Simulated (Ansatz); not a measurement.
# Relaxing twisted graphene double bilayer, 38.21° (56 atoms), part 2 of 2

Aim: bring twisted graphene double bilayer, 38.21° (56 atoms) to a nearby minimum of the energy and see what moves.

Ansatz 0.2.0; Kohn-Sham DFT, PBE+D4, PAW (set soft_2), plane waves.

The cell: 56 C. The cell is under 6 Å thick along two periodic directions.

So far. Step 3 (Relaxation): The relaxation changed the energy by -0.488 meV/atom, and atoms moved by 0.045 Å r.m.s., 0.054 Å at most.

## 5. Single point at the relaxed geometry

The electronic structure is read at the final geometry, in a run of its own.

File input.yaml:

```yaml
crystal:
  lattice:
    - [6.5085, 0.0, 0.0]
    - [-3.25425, 5.63653, 0.0]
    - [0.0, 0.0, 24.18]
  atoms:
    - { symbol: C, position: [0.19047, 0.2381, 0.29296] }
    - { symbol: C, position: [0.23809, 0.04762, 0.29308] }
    - { symbol: C, position: [0.33332, 0.66667, 0.29296] }
    - { symbol: C, position: [0.38094, 0.47619, 0.29308] }
    [... 46 atom lines left out ...]
    - { symbol: C, position: [0.80951, 0.04761, 0.70692] }
    - { symbol: C, position: [0.85713, 0.2857, 0.70704] }
    - { symbol: C, position: [0.52379, 0.61903, 0.70692] }
    - { symbol: C, position: [0.57141, 0.85713, 0.70704] }
    - { symbol: C, position: [0.66665, 0.33332, 0.70692] }
    - { symbol: C, position: [0.71427, 0.57141, 0.70704] }
kpoints:
  mp_grid: { grid: [3, 3, 1] }
hamiltonian:
  xc: pbe
  dispersion: d4
scf:
  occupations: { method: gaussian, width: 0.025 }
output:
  forces: true
  populations: intrinsic
  dos:
    method: { smearing: { sigma: 0.15 } }
    de: 0.1
    projected:
      site_lists:
        C: [C]
        layer_1: [0, 1, 2, 3, 4, 5, 6, 7, 8, 9, 10, 11, 12, 13]
        layer_2: [14, 15, 16, 17, 18, 19, 20, 21, 22, 23, 24, 25, 26, 27]
        layer_3: [28, 29, 30, 31, 32, 33, 34, 35, 36, 37, 38, 39, 40, 41]
        layer_4: [42, 43, 44, 45, 46, 47, 48, 49, 50, 51, 52, 53, 54, 55]
  eigenvalues: true
  write_density: true
  write_potential: true
  volumetric_format: npy
  elf: true
```

Run with:

```
$ ansatz run input.yaml --threads 4 --pin off --max-ram 8192MiB --backend cpu --events-out ev --progress --plain --runs-dir out
```

Numbers of over 12 decimals in the logs are rounded to 6 here.

The program printed:

```text
[...]
Crystal: 56 atoms, lattice volume = 887.052 Å³
Basis set: ecut = 420 eV, 17313 PW (Γ), exchange–correlation on 90×90×324 points (8 copies of the dense FFT grid, shifted against one another)
Bands: 168, of which v1, the nominal top of the filled ones, is band 112 counted from 1 (111 counted from 0)
Symmetry: 1 space group operations
[...]
k-points: 5 of 9 (time reversal used)
[...]
SCF iter   1: F=—  HF=-14060.533449 eV  |F-HF|=—  |Δ(HF+E_count)|=         —  Δρ=2.28e-3  dr2=5.23e-2  ethr=1.77e-3  ⟨swp⟩=11.4  Hψ=5627  notcnv=0  defer=139
[...]
SCF iter  11: F=-14060.535351 eV  HF=-14060.535351 eV  |F-HF|=9.11e-8  |Δ(HF+E_count)|=   2.12e-7  Δρ=1.89e-6  dr2=4.03e-8  ethr=4.46e-11  ⟨swp⟩=33.2  Hψ=9436  notcnv=0
SCF 1 converged in 11 iterations: F = -14060.535351 eV  dr2 = 4.03e-8
[...]
WARN: The output density's exchange-correlation potential varies sharply where the density is thin. Do not read a vacuum level from v_tot or v_xc, or from such a field of the output density. On a cell that repeats whose density bears no net charge and no dipole along the vacuum's axis use v_es (v_loc + v_h of the components); [...]
SCF converged after 11 iterations
Free energy (F): -14060.535351 eV
[...]
Internal energy: -14060.522824 eV  (E = F + TS)
E sigma→0 (E₀):  -14060.529087 eV
Entropy (-TS):   -0.012527 eV (-0.224 meV/atom)
Fermi energy:    2.000683 eV
[...]
--- Forces (eV/Å), atoms counted from 1 ---
  atom   1  C     -0.00105172    -0.00074109     0.02286524
  atom   2  C     -0.00120854    -0.00076217    -0.01727702
  atom   3  C      0.00194334    -0.00114680     0.02335717
  atom   4  C      0.00124158     0.00068654    -0.01813670
  atom   5  C      0.00150969    -0.00120941     0.02242947
  atom   6  C     -0.00128495     0.00154841    -0.01814501
  atom   7  C     -0.00110752    -0.00108956     0.02242816
  atom   8  C     -0.00198486     0.00114487    -0.01709622
  atom   9  C      0.00113663    -0.00045633     0.02286986
  atom  10  C     -0.00002300     0.00138098    -0.01727768
  atom  11  C      0.00098239     0.00140634     0.02243211
  atom  12  C      0.00144481    -0.00078207    -0.01728548
  atom  13  C     -0.00039301     0.00135282     0.02286984
  atom  14  C     -0.00142920    -0.00135157    -0.01814999
[...]
atom  55  C      0.00155559    -0.00088063     0.01710337
  atom  56  C     -0.00080638     0.00200828    -0.02242866
  max |Σ_I F_I| component: 1.23e-6 eV/Å
--- Band table (eV; the first three rows and the last of 5) ---
[...]
--- intrinsic populations: 56 sites ---
  site symbol       q [e]
     0      C      4.0008
     1      C      3.9982
     2      C      4.0008
[...]
55      C      4.0008
  spilling = 0.000000 (of n_electrons = 224.000000)
```

It took 40 s on 4 threads of Arm Neoverse V2, shared host; peak memory 3 GiB; 2.6 min of CPU time.

The program notes that the exchange-correlation potential is rough where the density is thin.

Numbers from this run:

- free energy: -14060.5354 eV
- free energy per atom: -251.0810 eV/atom
- SCF cycles: 11
- r.m.s. force component: 0.01309 eV/Å
- longest force: 0.03074 eV/Å
- Fermi energy: 2.001 eV
- levels partly filled by over 2 per cent: 4
- potential in mid-vacuum, over the Fermi level: 4.264 eV
- potential 4.5 Å over the upper face: 4.264 eV
- potential 4.5 Å under the lower face: 4.266 eV

Intrinsic-atomic-orbital charges by element:

```csv
element,coordination,atoms,mean charge (e),spread,least,most
C,all,56,0,0.0017,-0.0027,0.0019
```

By region:

| region | atoms | mean length of the force (eV/Å) | net charge (e) |
| --- | --- | --- | --- |
| layer 1 | 14 | 0.02 | 0.01 |
| layer 2 | 14 | 0.025 | -0.01 |
| layer 3 | 14 | 0.024 | -0.01 |
| layer 4 | 14 | 0.02 | 0.01 |

States in the cell by windows of 1 eV, zero at the Fermi level; the larger projections on atomic orbitals stand beside the total:

| from (eV) | to (eV) | total | C p | layer 4 | layer 1 | layer 2 | layer 3 | C s |
| --- | --- | --- | --- | --- | --- | --- | --- | --- |
| -14 | -13 | 3.3 | 1.5 | 0.8 | 0.8 | 0.9 | 0.9 | 1.8 |
| -13 | -12 | 15.7 | 10.2 | 3.9 | 3.9 | 3.8 | 3.8 | 5.3 |
| -12 | -11 | 6.7 | 4.5 | 1.7 | 1.7 | 1.6 | 1.6 | 2.2 |
| -11 | -10 | 8.6 | 6.5 | 2.1 | 2.1 | 2.2 | 2.2 | 2.1 |
| -10 | -9 | 13.4 | 10.8 | 3.4 | 3.4 | 3.3 | 3.3 | 2.5 |
| -9 | -8 | 9.8 | 8.3 | 2.3 | 2.3 | 2.5 | 2.5 | 1.3 |
| -8 | -7 | 17.9 | 16.2 | 4.6 | 4.6 | 4.3 | 4.3 | 1.4 |
| -7 | -6 | 25.7 | 24.1 | 6.3 | 6.3 | 6.4 | 6.4 | 1.3 |
| -6 | -5 | 19.2 | 18.9 | 4.6 | 4.6 | 4.9 | 4.9 | 0.2 |
| -5 | -4 | 18.0 | 17.6 | 4.8 | 4.8 | 4.2 | 4.2 | 0.4 |
| -4 | -3 | 15.3 | 15.2 | 3.5 | 3.5 | 4.1 | 4.1 | 0.0 |
| -3 | -2 | 11.4 | 11.3 | 3.0 | 3.0 | 2.7 | 2.7 | 0.0 |
| -2 | -1 | 6.3 | 6.3 | 1.5 | 1.5 | 1.6 | 1.6 | 0.0 |
| -1 | 0 | 2.0 | 2.0 | 0.5 | 0.5 | 0.5 | 0.5 | 0.0 |
| 0 | 1 | 1.6 | 1.6 | 0.4 | 0.4 | 0.4 | 0.4 | 0.0 |
| 1 | 2 | 8.0 | 7.7 | 2.0 | 2.0 | 1.9 | 1.9 | 0.0 |
| 2 | 3 | 13.3 | 12.8 | 3.1 | 3.1 | 3.3 | 3.3 | 0.0 |
| 3 | 4 | 4.0 | 2.7 | 0.7 | 0.7 | 0.6 | 0.6 | 0.0 |
| 4 | 5 | 9.7 | 6.5 | 1.7 | 1.7 | 1.6 | 1.6 | 0.0 |

Between -20 and -14 eV lie 51 more states.

The levels nearest the highest filled one (over half full), pooled over k-points and spins:

```
level less the highest filled one (eV)  occupation
                                 -1.33           2
                                 -1.33           2
                                -0.367           2
                                -0.365           2
                                     0        1.03
                                     0        1.03
                                0.0014       0.967
                                0.0014       0.967
                                 0.391           0
                                 0.393           0
                                  1.31           0
                                  1.31           0
```

Planar average of the electrostatic potential energy along the normal, with the Fermi level as zero, after a running mean with a triangular window 4 Å wide at its base:

| height (Å) | potential energy (eV) |
| --- | --- |
| 0.0 | 4.26 |
| 0.7 | 4.26 |
| 1.3 | 4.26 |
| 2.1 | 4.26 |
| 2.7 | 4.26 |
| 3.4 | 4.26 |
| 4.2 | 4.18 |
| 4.8 | 3.60 |
| 5.5 | 0.03 |
| 6.1 | -4.24 |
| 6.9 | -8.68 |
| 7.6 | -7.34 |
| 8.2 | -4.16 |
| 9.0 | -3.33 |
| 9.6 | -5.66 |
| 10.3 | -9.00 |
| 11.0 | -6.37 |
| 11.6 | -3.04 |
| 12.4 | -2.54 |
| 13.0 | -5.44 |
| 13.7 | -8.98 |
| 14.5 | -6.52 |
| 15.1 | -3.67 |
| 15.8 | -3.65 |
| 16.4 | -6.49 |
| 17.2 | -9.00 |
| 17.9 | -5.30 |
| 18.5 | -1.01 |
| 19.3 | 3.19 |
| 19.9 | 4.12 |
| 20.6 | 4.25 |
| 21.3 | 4.26 |
| 21.9 | 4.26 |
| 22.7 | 4.26 |
| 23.3 | 4.26 |
| 24.0 | 4.26 |

Valence density in the ca plane at fractional y = 0.048, with atoms of C within 0.2 Å of it. It is the smooth field of the valence electrons, not physical close to the nuclei.

Ten even steps from '0' (0.0 e/Å³) to '9' (1.9 e/Å³), each cell a mean:
```
01221000013795200000122100001588310000000000
02564100002453100001365200001598310000000000
13795200001222000002698410002698410000000000
02564100001232100002698410002598410000000000
01332100002453100002598310001365200000000000
01221000013795200002597310000122100000000000
01342100002685200002598410000011000000000000
03674100001332100002598310000111100000000000
13896200000111000001365200001354200000000000
13796200000111000000233100001598310000000000
13795200001232100000122100001487310000000000
13896200002675200001243200001243200000000000
14896200013896200001487310000122100000000000
13786200013896200001597310000233100000000000
02443100013795200001344200001365200000000000
00111000013795200000111100002598410000000000
00110000013896200000011000002598410000000000
```
Columns run along c (16.0 Å, from fractional 0.25 to 0.91 of the cell), rows up along a (6.5 Å). Atoms in or near the plane, at fractional coordinates: C at (0.29, 0.24), C at (0.43, 0.24), C at (0.57, 0.81), C at (0.71, 0.81).

ELF in the ca plane at fractional y = 0.048, with atoms of C within 0.2 Å of it. It is the smooth field of the valence electrons, not physical close to the nuclei.

Ten even steps from '0' (0.00) to '9' (0.90), each cell a mean:
```
13343200158888740002344310036888863100000000
47888620036777520025666641037999863100000000
68999730013444210036523651036623763100000000
46777520013444210046634751036523663100000000
24554310035666520037999851025666642000000000
13443200158998730036888851002333210000000000
35665410147999730036634751000111100000000000
57888620024565310037878851001222210000000000
67657730001111100025788741014677631000000000
67546630001111000013455420037999863100000000
68999730023554310012344310026888752100000000
68888730146656630014566530014566531000000000
66315630156315640036888751002344310000000000
56546630157656740037999851013455421000000000
35666410158999740014677630025788742000000000
11222100157777740001222100037878863100000000
00111000157546740000111000036634763100000000
```
Columns run along c (16.0 Å, from fractional 0.25 to 0.91 of the cell), rows up along a (6.5 Å). Atoms in or near the plane, at fractional coordinates: C at (0.29, 0.24), C at (0.43, 0.24), C at (0.57, 0.81), C at (0.71, 0.81).

Intrinsic-atomic-orbital charges run from -0.00 to +0.00 e. Within 0.4 eV of the Fermi level the largest share is C p (100 % of the projected weight). The potential stands 4.26 eV above the Fermi level over the upper face and 4.27 eV under the lower one, a reading of the work function, with no dipole correction.

A closer look about C53, picked at random: 13 atoms, nearest first, numbered in the order of the input, with positions taken from that point.

| atom | x | y | z | distance (Å) | bonds | intrinsic-atomic-orbital charge (e) |
| --- | --- | --- | --- | --- | --- | --- |
| C53 | 0.00 | 0.00 | 0.00 | 0.00 | 3 | 0.00 |
| C46 | -0.93 | -1.07 | 0.00 | 1.42 | 3 | 0.00 |
| C56 | 1.39 | -0.27 | 0.00 | 1.42 | 3 | 0.00 |
| C54 | -0.46 | 1.34 | 0.00 | 1.42 | 3 | 0.00 |
| C55 | 1.86 | -1.61 | 0.00 | 2.46 | 3 | 0.00 |
| C45 | -0.46 | -2.42 | 0.00 | 2.46 | 3 | 0.00 |
| C49 | -2.32 | -0.81 | 0.00 | 2.46 | 3 | 0.00 |
| C43 | -1.86 | 1.61 | 0.00 | 2.46 | 3 | 0.00 |
| C47 | 2.32 | 0.81 | 0.00 | 2.46 | 3 | 0.00 |
| C51 | 0.46 | 2.42 | 0.00 | 2.46 | 3 | 0.00 |
| C50 | -2.79 | 0.54 | 0.00 | 2.84 | 3 | 0.00 |
| C44 | 0.93 | -2.68 | 0.00 | 2.84 | 3 | 0.00 |
| C48 | 1.86 | 2.15 | 0.00 | 2.84 | 3 | 0.00 |

The column of bonds counts only the pairs C-C within 1.82 Å; other neighbours, such as metal atoms beside each other in a compound, aren't counted, and periodic images can show an atom twice.

## 6. What came out

| Item | Value |
| --- | --- |
| energy change in the relaxation | -0.488 meV/atom |
| r.m.s. displacement | 0.045 Å |
| largest displacement | 0.054 Å |
| free energy per atom | -251.0810 eV/atom |
| r.m.s. force component | 0.01309 eV/Å |
| potential in mid-vacuum, over the Fermi level | 4.264 eV |
| wall time of the 3 DFT runs | 2.4 min |

What this shows: Relaxation lowers the energy by 0.488 meV/atom and moves atoms by 0.045 Å r.m.s.; the r.m.s. force component goes from 0.026 to 0.013 eV/Å. By the final cutoffs no bond was broken or made. First to last step the energy falls by 0.027 eV; the largest move, 0.05 Å, is that of C43, with 13 other atoms within 2 % of it. Counting bonds as in the table, all C atoms have 3 bonded neighbours. No gap is quoted, since levels at the Fermi energy are partly filled. The potential stands 4.26 eV above the Fermi level over the upper face and 4.27 eV under the lower one, a reading of the work function, with no dipole correction.

[Logs are printed without paths, hosts, clocks, repeated set-up lines and the standing remarks that a program may print on its own settings, such as how far it seeks lower states.]

[Hosts, paths, dates, database ids (printed as entryN), source tags and the programs' standing remarks are cut or masked in the printed files.]
